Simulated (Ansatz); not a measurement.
# Direct or indirect: BiP sheet (P3m1)

```
Bi P
1.0
     3.88228    0.00000    0.00000
     1.94114    3.36216    0.00000
     0.00000    0.00000   26.50758
Bi P
1 1
Direct
  0.66667 0.66667 0.35251
  0.00000 0.00000 0.29688
```

Method: Ansatz, PBE, independent particles, without spin-orbit coupling, line width 0.15 eV (Gaussian). The band structure gives a fundamental gap of 1.45 eV. The spectrum of vertical transitions near the edge:

| E (eV) | absorbance (%), E ∥ xy |
| --- | --- |
| 0.96 | 0.00 |
| 1.08 | 0.00 |
| 1.20 | 0.02 |
| 1.32 | 0.31 |
| 1.44 | 1.29 |
| 1.56 | 2.37 |
| 1.68 | 2.77 |
| 1.80 | 3.15 |
| 1.92 | 4.60 |
| 2.04 | 6.48 |
| 2.16 | 7.52 |
| 2.28 | 8.54 |
| 2.40 | 11.55 |
| 2.52 | 16.40 |
| 2.64 | 17.55 |

(1) Is the gap direct or indirect, and about where do vertical transitions set in?

Results:

(1) Direct: the band path has its least direct gap at the fundamental one, 1.45 eV, and the curves rise from there. Lines are broadened by 0.15 eV, which spreads the edge.

Cells made by substitution are models, which may or may not match a known phase.

[Logs are printed without paths, hosts, clocks, repeated set-up lines and the standing remarks that a program may print on its own settings, such as how far it seeks lower states.]
